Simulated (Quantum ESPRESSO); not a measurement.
# How volume moves the moments of NiO, part 2 of 2

Wanted: the trend of the moments of NiO with volume.

Quantum ESPRESSO 7.5; PBE with U = 6 eV on Ni d (ortho-atomic projectors); plane waves with GBRV 1.5 PBE potentials, no spin-orbit coupling.

So far, absolute magnetization (μB): step 2 (volume 0.91, ferro +) 2.01.

## 4. Volume 0.91, no spin polarisation

File pw.in:

```
&CONTROL
  calculation = 'scf'
  prefix = 'pwscf'
  outdir = './tmp'
  pseudo_dir = './pseudo'
  disk_io = 'nowf'
  tprnfor = .true.
  tstress = .true.
/
&SYSTEM
  ibrav = 0
  celldm(1) = 8
  nat = 2
  ntyp = 2
  ecutwfc = 40
  ecutrho = 280
  nbnd = 19
  occupations = 'smearing'
  smearing = 'fd'
  degauss = 0.00367493
/
&ELECTRONS
  conv_thr = 4d-09
  electron_maxstep = 150
  mixing_beta = 0.3
/
ATOMIC_SPECIES
Ni     58.6934 ni_pbe_v1.4.uspp.F.UPF
O      15.9990 o_pbe_v1.2.uspp.F.UPF
CELL_PARAMETERS alat
   0.0000000000000    0.4780688979469    0.4780688979469
   0.4780688979469    0.0000000000000    0.4780688979469
   0.4780688979469    0.4780688979469    0.0000000000000
ATOMIC_POSITIONS crystal
Ni      0.0000000000    0.0000000000    0.0000000000
O       0.5000000000    0.5000000000    0.5000000000
K_POINTS automatic
10 10 10 0 0 0
HUBBARD {ortho-atomic}
U Ni-3d 6.0000
```

On the command line:

```bash
> OMP_NUM_THREADS=1 mpirun -n 4 pw.x -nk 4 -in pw.in > pw.out
```

What it wrote:

```text
     [... lines left out ...]
Program PWSCF v.7.5 starts
     [... lines left out ...]
     number of atoms/cell      =            2
     [... lines left out ...]
     number of electrons       =        24.00
     number of Kohn-Sham states=           19
     kinetic-energy cutoff     =      40.0000  Ry
     charge density cutoff     =     280.0000  Ry
     scf convergence threshold =      4.0E-09
     [... lines left out ...]
     48 Sym. Ops., with inversion, found
     [... lines left out ...]
     number of k points=    47  Fermi-Dirac smearing, width (Ry)=  0.0037
     [... lines left out ...]
     iteration # 11     ecut=    40.00 Ry     beta= 0.30
     [... lines left out ...]
     Tr[ns(  1)] =   8.54160
     [... lines left out ...]
     the Fermi energy is    15.9462 ev
!    total energy              =    -375.26806888 Ry
     estimated scf accuracy    <          1.2E-09 Ry
     smearing contrib. (-TS)   =      -0.00085084 Ry
     [... lines left out ...]
     convergence has been achieved in  11 iterations
     [... lines left out ...]
     Total force =     0.000000     Total SCF correction =     0.000000
     [... lines left out ...]
          total   stress  (Ry/bohr**3)                   (kbar)     P=      177.43
     [... lines left out ...]
```

Elapsed: 3.2 s, on 4 MPI ranks of Arm Neoverse V2, shared host; peak memory 0.23 GiB.

Numbers from this step:

```yaml
smearing_term_ts: 0.01158 eV
pressure: 17.74 GPa
final_state: non-magnetic (no spin polarisation)
```

## 5. Volume 1.09, ferro +

pw.in, as its differences from that of step 4:

```diff
@@ -16,3 +16,3 @@
   ecutrho = 280
-  nbnd = 19
+  nbnd = 20
   occupations = 'smearing'
@@ -20,2 +20,5 @@
   degauss = 0.00367493
+  nspin = 2
+  starting_magnetization(1) = 0.1111
+  starting_magnetization(2) = 0
 /
@@ -30,5 +33,5 @@
 CELL_PARAMETERS alat
-   0.0000000000000    0.4780688979469    0.4780688979469
-   0.4780688979469    0.0000000000000    0.4780688979469
-   0.4780688979469    0.4780688979469    0.0000000000000
+   0.0000000000000    0.5077136725527    0.5077136725527
+   0.5077136725527    0.0000000000000    0.5077136725527
+   0.5077136725527    0.5077136725527    0.0000000000000
 ATOMIC_POSITIONS crystal
```

What it wrote:

```text
     [... lines left out ...]
Program PWSCF v.7.5 starts
     [... lines left out ...]
     number of atoms/cell      =            2
     [... lines left out ...]
     number of electrons       =        24.00
     number of Kohn-Sham states=           20
     kinetic-energy cutoff     =      40.0000  Ry
     charge density cutoff     =     280.0000  Ry
     scf convergence threshold =      4.0E-09
     [... lines left out ...]
     48 Sym. Ops., with inversion, found
     [... lines left out ...]
     number of k points=    47  Fermi-Dirac smearing, width (Ry)=  0.0037
     [... lines left out ...]
     iteration # 13     ecut=    40.00 Ry     beta= 0.30
     [... lines left out ...]
     Magnetic moment per site  (integrated on atomic sphere of radius R)
     atom   1 (R=0.209)  charge= 15.6932  magn=  1.7493
     atom   2 (R=0.209)  charge=  5.8075  magn=  0.1949
     [... lines left out ...]
     Tr[ns(  1)] (up, down, total) =   4.97917  3.20807  8.18724
     [... lines left out ...]
     the Fermi energy is    12.8167 ev
!    total energy              =    -375.42173775 Ry
     estimated scf accuracy    <          6.9E-11 Ry
     smearing contrib. (-TS)   =      -0.00000000 Ry
     [... lines left out ...]
     total magnetization       =     2.00 Bohr mag/cell
     absolute magnetization    =     2.01 Bohr mag/cell
     convergence has been achieved in  13 iterations
     [... lines left out ...]
     Total force =     0.000000     Total SCF correction =     0.000000
     [... lines left out ...]
          total   stress  (Ry/bohr**3)                   (kbar)     P=      -65.23
     [... lines left out ...]
```

Elapsed: 6.5 s, on 4 MPI ranks; peak memory 0.27 GiB.

This step gave:

```
smearing term TS       : 1.03e-10 eV
pressure               : -6.523 GPa
magnetization          : 2 μB
absolute magnetization : 2.014 μB
final state            : ferromagnetic
largest moment         : 1.749 μB
```

## 6. All points

The runs not shown differ from these in the moved quantity alone.

States, by row:

```
volume        ferro +  antiferro q=(0,0,1/2) +-  no spin polarisation
  0.91  ferromagnetic         antiferromagnetic          non-magnetic
  0.94  ferromagnetic         antiferromagnetic          non-magnetic
  0.97  ferromagnetic         antiferromagnetic          non-magnetic
     1  ferromagnetic         antiferromagnetic          non-magnetic
  1.03  ferromagnetic         antiferromagnetic          non-magnetic
  1.06  ferromagnetic         antiferromagnetic          non-magnetic
  1.09  ferromagnetic         antiferromagnetic          non-magnetic
```

Largest site moment against volume:

| volume (factor) | ferro + (μB) | antiferro q=(0,0,1/2) +- (μB) |
| --- | --- | --- |
| 0.9100 | 1.71 | 1.64 |
| 0.9400 | 1.72 | 1.65 |
| 0.9700 | 1.72 | 1.66 |
| 1.0000 | 1.73 | 1.68 |
| 1.0300 | 1.74 | 1.69 |
| 1.0600 | 1.74 | 1.69 |
| 1.0900 | 1.75 | 1.70 |

Table of energy less that of the parallel start by volume; values in meV a seeded atom:

```
volume (factor)  antiferro q=(0,0,1/2) +-  no spin polarisation
         0.9100                      -139                  1753
         0.9400                      -125                  1821
         0.9700                      -114                  1882
         1.0000                      -103                  1938
         1.0300                     -94.2                  1989
         1.0600                     -86.2                  2035
         1.0900                     -79.1                  2078
```

Table of energy over the lowest by volume; values in meV an atom:

```
volume (factor)  ferro +  antiferro q=(0,0,1/2) +-  no spin polarisation
         0.9100      212                       143                  1089
         0.9400      149                      86.3                  1059
         0.9700      102                      45.7                  1043
         1.0000     70.9                      19.2                  1040
         1.0300     51.8                      4.70                  1046
         1.0600     43.1                         0                  1061
         1.0900     43.2                      3.68                  1082
```

## 7. Results

| Property | Result |
| --- | --- |
| moment, parallel start | 1.71 to 1.75 μB |
| states met from these starts | antiferromagnetic and ferromagnetic |

The moment of the parallel start goes from 1.71 μB at 0.91 to 1.75 μB at 1.09. The net moment of the cell goes from 2 to 2 μB. The radius of the spheres follows the nearest distance, so part of the change of the site moments is the spheres'. The largest moment of the start antiferro q=(0,0,1/2) +- lies between 1.64 and 1.70 μB. The start antiferro q=(0,0,1/2) +- lies under the parallel one at every finished point, by 79.1 to 139 meV a seeded atom.

[Logs and program files are shortened in this print: banners, set-up blocks, solver, clock and traceback lines can be left out without a mark of their own.]

[Logs are printed without paths, hosts, clocks, repeated set-up lines and the standing remarks that a program may print on its own settings, such as how far it seeks lower states.]

[Hosts, paths, dates, database ids (printed as entryN), source tags and the programs' standing remarks are cut or masked in the printed files.]

[Where a cell is said to come from a database of computed structures, the database is the Materials Project.]
